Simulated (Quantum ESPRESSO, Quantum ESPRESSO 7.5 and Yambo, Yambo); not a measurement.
## A GW chain in Yambo: SnTe (Fm-3m)

How does a plane-wave GW calculation on SnTe (Fm-3m) run from the first input to the gap?

Main program and level: Quantum ESPRESSO 7.5 and Yambo 5.3.0; PBE and many-body steps on it, plane waves.

The database entry behind the starting cell differs from later determinations by our own check (about 0.3 % short), so it need not match the best structure at ambient conditions.

## Step 1: The starting structure

Symmetry: Fm-3m, No. 225, cubic system. The conventional cell has a = 6.302 Å, b = 6.302 Å, c = 6.302 Å, α = 90.00°, β = 90.00°, γ = 90.00°. Nearest to Sn lie 6 Te at 3.15 Å. Nearest to Te lie 6 Sn at 3.15 Å. Farther neighbours and most contacts between anions are not listed.

Structure file:

```cif
data_structure
_symmetry_space_group_name_H-M 'P 1'
_symmetry_Int_Tables_number 1
_cell_length_a 4.4560
_cell_length_b 4.4560
_cell_length_c 4.4560
_cell_angle_alpha 60.000
_cell_angle_beta 60.000
_cell_angle_gamma 60.000
_cell_volume 62.56
loop_
_atom_site_label
_atom_site_type_symbol
_atom_site_fract_x
_atom_site_fract_y
_atom_site_fract_z
_atom_site_occupancy
Sn1 Sn 0.00000 0.00000 0.00000 1
Te2 Te 0.50000 0.50000 0.50000 1
```

The cell and positions come from the Crystallography Open Database and are kept as given unless a step says otherwise. Spin-orbit coupling is left out unless a step names it.

## Step 2: Ground state

This step: Quantum ESPRESSO 7.5; DFT, PBE, plane waves, norm-conserving pseudopotentials.

The ground-state density comes first.

The input, pw.in:

```
&control
  calculation = 'scf'
  prefix = 'x'
  outdir = 'o'
  pseudo_dir = 'pseudo'
/
&system
  ibrav = 0
  nat = 2
  ntyp = 2
  ecutwfc = 88.0
  nbnd = 28
  force_symmorphic = .true.
/
&electrons
  conv_thr = 1e-10
  electron_maxstep = 80
  mixing_beta = 0.5
/
ATOMIC_SPECIES
  Sn 118.71 Sn.upf
  Te 127.6 Te.upf
CELL_PARAMETERS angstrom
  -0.0000000000 3.1508500000 3.1508500000
  3.1508500000 -0.0000000000 3.1508500000
  3.1508500000 3.1508500000 -0.0000000000
ATOMIC_POSITIONS crystal
  Sn 0.0000000000 0.0000000000 0.0000000000
  Te 0.5000000000 0.5000000000 0.5000000000
K_POINTS automatic
  6 6 6 0 0 0
```

The run is started by

```
$ OMP_NUM_THREADS=1 mpirun -n 4 pw.x -nk 4 -in pw.in > pw.out
```

What it wrote:

```text
Program PWSCF v.7.5 starts

     This program is part of the open-source Quantum ESPRESSO suite
     for quantum simulation of materials; please cite
         "P. Giannozzi et al., J. Phys.:Condens. Matter 21 395502 (2009);
         "P. Giannozzi et al., J. Phys.:Condens. Matter 29 465901 (2017);
         "P. Giannozzi et al., J. Chem. Phys. 152 154105 (2020);
     in publications or presentations arising from this work. More details at
     Message from routine setup:
     using ibrav=0 with symmetry is DISCOURAGED, use correct ibrav instead

     G-vector sticks info

     bravais-lattice index     =            0
     lattice parameter (alat)  =       8.4206  a.u.
     unit-cell volume          =     422.1918 (a.u.)^3
     number of atoms/cell      =            2
     number of atomic types    =            2
     number of electrons       =        46.00
     number of Kohn-Sham states=           28
     kinetic-energy cutoff     =      88.0000  Ry
     charge density cutoff     =     352.0000  Ry
     scf convergence threshold =      1.0E-10
     mixing beta               =       0.5000
     number of iterations used =            8  plain     mixing
     Exchange-correlation= PBE
                           (   1   4   3   4   0   0   0)

     celldm(1)=   8.420572  celldm(2)=   0.000000  celldm(3)=   0.000000
     celldm(4)=   0.000000  celldm(5)=   0.000000  celldm(6)=   0.000000

     crystal axes: (cart. coord. in units of alat)
               a(1) = (  -0.000000   0.707107   0.707107 )
               a(2) = (   0.707107  -0.000000   0.707107 )
               a(3) = (   0.707107   0.707107  -0.000000 )

     reciprocal axes: (cart. coord. in units 2 pi/alat)
               b(1) = ( -0.707107  0.707107  0.707107 )
               b(2) = (  0.707107 -0.707107  0.707107 )
               b(3) = (  0.707107  0.707107 -0.707107 )
     Pseudo is Norm-conserving + core correction, Zval = 22.0
     Generated using ONCVPSP code by D. R. Hamann
     Using radial grid of 1628 points,  6 beta functions with:
     Pseudo is Norm-conserving + core correction, Zval = 24.0
     Generated using ONCVPSP code by D. R. Hamann
     Using radial grid of 1294 points,  8 beta functions with:
     Sn               22.00   118.71000     Sn( 1.00)
     Te               24.00   127.60000     Te( 1.00)

     48 Sym. Ops., with inversion, found

   Cartesian axes

     site n.     atom                  positions (alat units)
         1        Sn     tau(   1) = (   0.0000000   0.0000000   0.0000000  )
         2        Te     tau(   2) = (   0.7071068   0.7071068   0.7071068  )

     number of k points=    16
                       cart. coord. in units 2pi/alat
        k(    1) = (   0.0000000   0.0000000   0.0000000), wk =   0.0092593
        k(    2) = (   0.1178511   0.1178511  -0.1178511), wk =   0.0740741
        k(    3) = (   0.2357023   0.2357023  -0.2357023), wk =   0.0740741
        k(    4) = (  -0.3535534  -0.3535534   0.3535534), wk =   0.0370370
        k(    5) = (   0.2357023   0.0000000  -0.0000000), wk =   0.0555556
        k(    6) = (   0.3535534   0.1178511  -0.1178511), wk =   0.2222222
        k(    7) = (  -0.2357023  -0.4714045   0.4714045), wk =   0.2222222
        k(    8) = (  -0.1178511  -0.3535534   0.3535534), wk =   0.2222222
        k(    9) = (   0.0000000  -0.2357023   0.2357023), wk =   0.1111111
        k(   10) = (   0.4714045   0.0000000  -0.0000000), wk =   0.0555556
     [... 4 further rows ...]
        k(   15) = (  -0.1178511  -0.3535534   0.5892557), wk =   0.2222222
        k(   16) = (  -0.7071068   0.2357023   0.0000000), wk =   0.1111111

     Dense  grid:    47183 G-vectors     FFT dimensions: (  54,  54,  54)

     Initial potential from superposition of free atoms

     starting charge      45.9983, renormalised to      46.0000
     Starting wfcs are   26 randomized atomic wfcs +    2 random wfcs

     per-process dynamical memory:    42.9 Mb

     Self-consistent Calculation

     iteration #  1     ecut=    88.00 Ry     beta= 0.50

     Threshold (ethr) on eigenvalues was too large:
     Diagonalizing with lowered threshold

     total energy              =   -1004.17162930 Ry
     estimated scf accuracy    <       0.01657360 Ry

     iteration #  2     ecut=    88.00 Ry     beta= 0.50

     total energy              =   -1004.17503977 Ry
     estimated scf accuracy    <       0.00163190 Ry

     iteration #  3     ecut=    88.00 Ry     beta= 0.50

     total energy              =   -1004.17532841 Ry
     estimated scf accuracy    <       0.00031498 Ry

     iteration #  4     ecut=    88.00 Ry     beta= 0.50

     total energy              =   -1004.17534826 Ry
     estimated scf accuracy    <       0.00001189 Ry

     iteration #  5     ecut=    88.00 Ry     beta= 0.50

     total energy              =   -1004.17535009 Ry
     estimated scf accuracy    <       0.00000042 Ry

     iteration #  6     ecut=    88.00 Ry     beta= 0.50

     total energy              =   -1004.17535021 Ry
     estimated scf accuracy    <       0.00000002 Ry

     iteration #  7     ecut=    88.00 Ry     beta= 0.50

     total energy              =   -1004.17535021 Ry
     estimated scf accuracy    <          4.2E-09 Ry

     iteration #  8     ecut=    88.00 Ry     beta= 0.50

     total energy              =   -1004.17535022 Ry
     estimated scf accuracy    <          3.1E-10 Ry

     iteration #  9     ecut=    88.00 Ry     beta= 0.50

     End of self-consistent calculation

          k = 0.0000 0.0000 0.0000 (  5961 PWs)   bands (ev):

  -148.3226-118.5147 -98.3463 -98.3463 -98.3463 -74.2890 -74.2890 -74.2890
   -25.6108 -25.6108 -25.6075 -25.6075 -25.6075 -10.4585 -10.4585 -10.4542
   -10.4542 -10.4542  -1.3370   6.7833   9.3285   9.3285   9.3285  14.8236
    14.8236  14.8236  16.2477  16.2478

          k = 0.1179 0.1179-0.1179 (  5907 PWs)   bands (ev):

  -148.3226-118.5147 -98.3463 -98.3463 -98.3463 -74.2890 -74.2890 -74.2890
   -25.6102 -25.6102 -25.6069 -25.6067 -25.6067 -10.4597 -10.4597 -10.4537
   -10.4524 -10.4524  -1.1058   5.6641   9.3709   9.3709  10.0751  13.7744
    13.7744  13.8235  16.2424  16.8120

          k = 0.2357 0.2357-0.2357 (  5888 PWs)   bands (ev):

  -148.3226-118.5147 -98.3463 -98.3463 -98.3463 -74.2890 -74.2890 -74.2890
   -25.6101 -25.6101 -25.6063 -25.6061 -25.6061 -10.4628 -10.4628 -10.4528
   -10.4488 -10.4488  -0.5045   3.9874   9.5245   9.5245  10.8699  12.4251
    12.4251  12.4830  17.3580  18.3543

          k =-0.3536-0.3536 0.3536 (  5900 PWs)   bands (ev):

     [... further k-points ...]

     highest occupied, lowest unoccupied level (ev):    11.4833   11.5768

!    total energy              =   -1004.17535022 Ry
     estimated scf accuracy    <          2.2E-12 Ry

     The total energy is the sum of the following terms:
     one-electron contribution =    -717.05193140 Ry
     hartree contribution      =     343.94690988 Ry
     xc contribution           =    -126.32848664 Ry
     ewald contribution        =    -504.74184207 Ry

     convergence has been achieved in   9 iterations

     XML data file, charge density, pseudopotentials, collected wavefunctions

=------------------------------------------------------------------------------=
   JOB DONE.
=------------------------------------------------------------------------------=
```

Run time: 17 s. Hardware: 4 MPI ranks of Arm Neoverse V1, shared host; peak memory 0.37 GiB.

This step gave:

| Quantity | Value |
| --- | --- |
| total energy | -13662.5017 eV |
| gap | 0.09347 eV |
| k of the valence top | 0, 0, -0.5 |
| k of the conduction bottom | 0, 0, -0.5 |
| least direct gap | 0.09347 eV |

The gap is direct, at (0.000, 0.000, -0.500).

## Step 3: Bands along the symmetry lines

Levels along a band path, at the cheap level, show where the edges lie and whether the meshes to come will hold them.

The input, pw.in:

```
&control
  calculation = 'bands'
  prefix = 'x'
  outdir = 'o'
  pseudo_dir = 'pseudo'
/
&system
  ibrav = 0
  nat = 2
  ntyp = 2
  ecutwfc = 88.0
  nbnd = 29
  force_symmorphic = .true.
/
&electrons
  conv_thr = 1e-9
  electron_maxstep = 80
  diago_full_acc = .true.
  diago_thr_init = 5e-6
/
ATOMIC_SPECIES
  Sn 118.71 Sn.upf
  Te 127.6 Te.upf
CELL_PARAMETERS angstrom
  -0.0000000000 3.1508500000 3.1508500000
  3.1508500000 -0.0000000000 3.1508500000
  3.1508500000 3.1508500000 -0.0000000000
ATOMIC_POSITIONS crystal
  Sn 0.0000000000 0.0000000000 0.0000000000
  Te 0.5000000000 0.5000000000 0.5000000000
K_POINTS crystal
  50
  0.00000000 0.00000000 0.00000000 1
  0.06250000 0.00000000 0.06250000 1
  0.12500000 0.00000000 0.12500000 1
  0.18750000 0.00000000 0.18750000 1
  0.25000000 0.00000000 0.25000000 1
  0.31250000 0.00000000 0.31250000 1
  0.37500000 0.00000000 0.37500000 1
  0.43750000 0.00000000 0.43750000 1
  0.50000000 0.00000000 0.50000000 1
  0.51562500 0.03125000 0.51562500 1
  0.53125000 0.06250000 0.53125000 1
  0.54687500 0.09375000 0.54687500 1
  0.56250000 0.12500000 0.56250000 1
  0.57812500 0.15625000 0.57812500 1
  0.59375000 0.18750000 0.59375000 1
  0.60937500 0.21875000 0.60937500 1
  0.62500000 0.25000000 0.62500000 1
  0.37500000 0.37500000 0.75000000 1
  0.32812500 0.32812500 0.65625000 1
  0.28125000 0.28125000 0.56250000 1
  0.23437500 0.23437500 0.46875000 1
  0.18750000 0.18750000 0.37500000 1
  0.14062500 0.14062500 0.28125000 1
  0.09375000 0.09375000 0.18750000 1
  0.04687500 0.04687500 0.09375000 1
  0.00000000 0.00000000 0.00000000 1
  0.06250000 0.06250000 0.06250000 1
  0.12500000 0.12500000 0.12500000 1
  0.18750000 0.18750000 0.18750000 1
  0.25000000 0.25000000 0.25000000 1
  0.31250000 0.31250000 0.31250000 1
  0.37500000 0.37500000 0.37500000 1
  0.43750000 0.43750000 0.43750000 1
  0.50000000 0.50000000 0.50000000 1
  0.50000000 0.46875000 0.53125000 1
  0.50000000 0.43750000 0.56250000 1
  0.50000000 0.40625000 0.59375000 1
  0.50000000 0.37500000 0.62500000 1
  0.50000000 0.34375000 0.65625000 1
  0.50000000 0.31250000 0.68750000 1
  0.50000000 0.28125000 0.71875000 1
  0.50000000 0.25000000 0.75000000 1
  0.50000000 0.21875000 0.71875000 1
  0.50000000 0.18750000 0.68750000 1
  0.50000000 0.15625000 0.65625000 1
  0.50000000 0.12500000 0.62500000 1
  0.50000000 0.09375000 0.59375000 1
  0.50000000 0.06250000 0.56250000 1
  0.50000000 0.03125000 0.53125000 1
  0.50000000 0.00000000 0.50000000 1
```

What it wrote:

```text
[banner, memory and clock lines left out]
Program PWSCF v.7.5 starts

     Atomic positions and unit cell read from directory:
     o/x.save/

     Message from routine setup:
     using ibrav=0 with symmetry is DISCOURAGED, use correct ibrav instead

     G-vector sticks info

     bravais-lattice index     =            0
     lattice parameter (alat)  =       8.4206  a.u.
     unit-cell volume          =     422.1918 (a.u.)^3
     number of atoms/cell      =            2
     number of atomic types    =            2
     number of electrons       =        46.00
     number of Kohn-Sham states=           29
     kinetic-energy cutoff     =      88.0000  Ry
     charge density cutoff     =     352.0000  Ry
     Exchange-correlation= PBE
                           (   1   4   3   4   0   0   0)

     celldm(1)=   8.420572  celldm(2)=   0.000000  celldm(3)=   0.000000
     celldm(4)=   0.000000  celldm(5)=   0.000000  celldm(6)=   0.000000

     crystal axes: (cart. coord. in units of alat)
               a(1) = (  -0.000000   0.707107   0.707107 )
               a(2) = (   0.707107  -0.000000   0.707107 )
               a(3) = (   0.707107   0.707107  -0.000000 )

     reciprocal axes: (cart. coord. in units 2 pi/alat)
               b(1) = ( -0.707107  0.707107  0.707107 )
               b(2) = (  0.707107 -0.707107  0.707107 )
               b(3) = (  0.707107  0.707107 -0.707107 )
     Pseudo is Norm-conserving + core correction, Zval = 22.0
     Generated using ONCVPSP code by D. R. Hamann
     Using radial grid of 1628 points,  6 beta functions with:
     Pseudo is Norm-conserving + core correction, Zval = 24.0
     Generated using ONCVPSP code by D. R. Hamann
     Using radial grid of 1294 points,  8 beta functions with:
     Sn               22.00   118.71000     Sn( 1.00)
     Te               24.00   127.60000     Te( 1.00)

     48 Sym. Ops., with inversion, found

   Cartesian axes

     site n.     atom                  positions (alat units)
         1        Sn     tau(   1) = (   0.0000000   0.0000000   0.0000000  )
         2        Te     tau(   2) = (   0.7071068   0.7071068   0.7071068  )

     number of k points=    50
                       cart. coord. in units 2pi/alat
        k(    1) = (   0.0000000   0.0000000   0.0000000), wk =   0.0400000
        k(    2) = (   0.0000000   0.0883883   0.0000000), wk =   0.0400000
        k(    3) = (   0.0000000   0.1767767   0.0000000), wk =   0.0400000
[...]
[... 38 further rows ...]
        k(   49) = (   0.0441942   0.7071068   0.0000000), wk =   0.0400000
        k(   50) = (   0.0000000   0.7071068   0.0000000), wk =   0.0400000

     Dense  grid:    47183 G-vectors     FFT dimensions: (  54,  54,  54)

     The potential is recalculated from file :
     o/x.save/charge-density

     Starting wfcs are   26 randomized atomic wfcs +    3 random wfcs

     Band Structure Calculation

     End of band structure calculation

          k = 0.0000 0.0000 0.0000 (  5961 PWs)   bands (ev):

  -148.3226-118.5147 -98.3463 -98.3463 -98.3463 -74.2890 -74.2890 -74.2890
   -25.6109 -25.6109 -25.6075 -25.6075 -25.6075 -10.4585 -10.4585 -10.4542
   -10.4542 -10.4542  -1.3370   6.7833   9.3285   9.3285   9.3285  14.8236
    14.8236  14.8236  16.2478  16.2478  16.2478

          k = 0.0000 0.0884 0.0000 (  5909 PWs)   bands (ev):

  -148.3226-118.5147 -98.3463 -98.3463 -98.3463 -74.2890 -74.2890 -74.2890
   -25.6104 -25.6104 -25.6071 -25.6069 -25.6069 -10.4590 -10.4581 -10.4542
[...]
14.8297  14.8297  15.9761  16.4842  16.4842

          k = 0.0000 0.1768 0.0000 (  5910 PWs)   bands (ev):

  -148.3226-118.5147 -98.3463 -98.3463 -98.3463 -74.2890 -74.2890 -74.2890
[...]
14.8978  14.8978  15.4537  17.1128  17.1128

          k =-0.0000 0.2652 0.0000 (  5906 PWs)   bands (ev):

[...]
k = 0.0000 0.4419-0.0000 (  5882 PWs)   bands (ev):

[...]
k =-0.0000 0.5303 0.0000 (  5874 PWs)   bands (ev):

[...]
k = 0.0000 0.6187-0.0000 (  5882 PWs)   bands (ev):

[...]
k = 0.4640 0.4640-0.0000 (  5890 PWs)   bands (ev):

[...]
k = 0.3315 0.3315-0.0000 (  5883 PWs)   bands (ev):

[...]
k = 0.3094 0.7071-0.0000 (  5872 PWs)   bands (ev):

[...]
k = 0.2210 0.7071-0.0000 (  5880 PWs)   bands (ev):

[...]
k = 0.1768 0.7071-0.0000 (  5884 PWs)   bands (ev):

[...]
k = 0.0442 0.7071 0.0000 (  5882 PWs)   bands (ev):

  -148.3226-118.5147 -98.3463 -98.3463 -98.3463 -74.2890 -74.2890 -74.2890
[...]
16.2265  16.4131  17.8276  20.7343  21.7043

          k = 0.0000 0.7071 0.0000 (  5874 PWs)   bands (ev):

  -148.3226-118.5147 -98.3463 -98.3463 -98.3463 -74.2890 -74.2890 -74.2890
   -25.6108 -25.6094 -25.6072 -25.6050 -25.6050 -10.4765 -10.4577 -10.4535
   -10.4431 -10.4431   0.2425   4.9995   5.8951   7.7289   7.7289  13.6539
    16.3970  16.3970  17.8573  20.6210  22.0565

     XML data file, pseudopotentials, collected wavefunctions
```

It took 10 s on 4 MPI ranks; peak memory 0.29 GiB; 42 s of CPU time.

This step gave:

- gap: 0.09347 eV
- k of the valence top: 0.5, 0.5, 0.5
- k of the conduction bottom: 0.5, 0.5, 0.5
- least direct gap: 0.09347 eV

The gap is 0.093 eV, as in the run before at this level.

The electronic bands at the labelled points (eV, zero at the top of the highest filled band):

| point | band 20 | band 21 | band 22 | band 23 | band 24 | band 25 | band 26 | band 27 |
| --- | --- | --- | --- | --- | --- | --- | --- | --- |
| Γ | -4.70 | -2.15 | -2.15 | -2.15 | 3.34 | 3.34 | 3.34 | 4.76 |
| halfway | -6.37 | -3.07 | -3.07 | -2.05 | 2.02 | 3.00 | 3.87 | 3.87 |
| X | -6.48 | -5.59 | -3.75 | -3.75 | 2.17 | 4.91 | 4.91 | 6.37 |
| halfway | -6.83 | -5.49 | -3.63 | -3.42 | 2.57 | 4.25 | 4.49 | 6.14 |
| U | -7.44 | -5.19 | -3.26 | -2.73 | 3.01 | 3.08 | 4.19 | 5.55 |
| jump to K | -7.44 | -5.19 | -3.26 | -2.73 | 3.01 | 3.08 | 4.19 | 5.55 |
| halfway | -6.98 | -3.43 | -1.63 | -0.29 | 0.56 | 0.72 | 3.63 | 5.20 |
| Γ | -4.70 | -2.15 | -2.15 | -2.15 | 3.34 | 3.34 | 3.34 | 4.76 |
| halfway | -6.69 | -2.05 | -2.05 | -0.96 | 1.56 | 1.56 | 1.63 | 5.13 |
| L | -8.35 | -1.82 | -1.82 | 0.00 | 0.09 | 0.36 | 0.36 | 7.76 |
| halfway | -7.97 | -3.78 | -3.39 | -0.95 | 0.50 | 2.91 | 3.57 | 6.03 |
| W | -7.38 | -4.84 | -4.84 | -0.84 | 0.84 | 4.62 | 4.62 | 6.06 |
| halfway | -7.01 | -5.39 | -4.13 | -2.59 | 2.93 | 3.02 | 5.17 | 5.92 |
| X | -6.48 | -5.59 | -3.75 | -3.75 | 2.17 | 4.91 | 4.91 | 6.37 |

The electronic bands as a text plot (rows in eV, shown from -8.0 to 4.8 only):

```
    4.5 |++       +   +++   ++     ++++++++            ++++    ++
    4.0 |  ++ ++++      +++   ++                       +   ++
    3.4 |+++++  ++       +      ++++++++              +       +
    2.9 |     ++++      +++          +  +++          ++      +
    2.4 | +       ++++++   +               +                  +++
    1.8 |     ++           +++     ++      ++       ++      +
    1.3 |  ++               ++   ++         +++     +      +
    0.8 |    +                +++              +  ++   ++++
    0.2 |                                       +++++++
   -0.3 |                       *              ** **
   -0.8 |  ***                ** **         ***     ********
   -1.4 |                   **     **      *                *
   -1.9 | *   **           *  ********  ************
   -2.4 |****               **     ******           *        *
   -2.9 |    ***         ***     **                  *        *
   -3.5 |       ***** *****     *                    **        **
   -4.0 |            *        **                      **     ****
   -4.5 |*        *         **        **                ** **
   -5.1 | *        **    ***         *  *                 ***
   -5.6 |  **        ****          **    **                  ****
   -6.1 |    ***                 **        *
   -6.7 |       ********                    *                 ***
   -7.2 |               ***     *            **          *****
   -7.7 |                  *****               *      ***
         Γ           X  U|K            Γ         L        W     X
```

(Continued in part 2 of 3.)

[Paths, hosts, dates, memory and timing lines, banners, echoed tables and standing remarks are left out of the program output.]

[Logs are printed without paths, hosts, clocks, repeated set-up lines and the standing remarks that a program may print on its own settings, such as how far it seeks lower states.]

[Runs of the session that timed out or met a known fault of the program may be left out.]

[Hosts, paths, dates, database ids (printed as entryN), source tags and the programs' standing remarks are cut or masked in the printed files.]
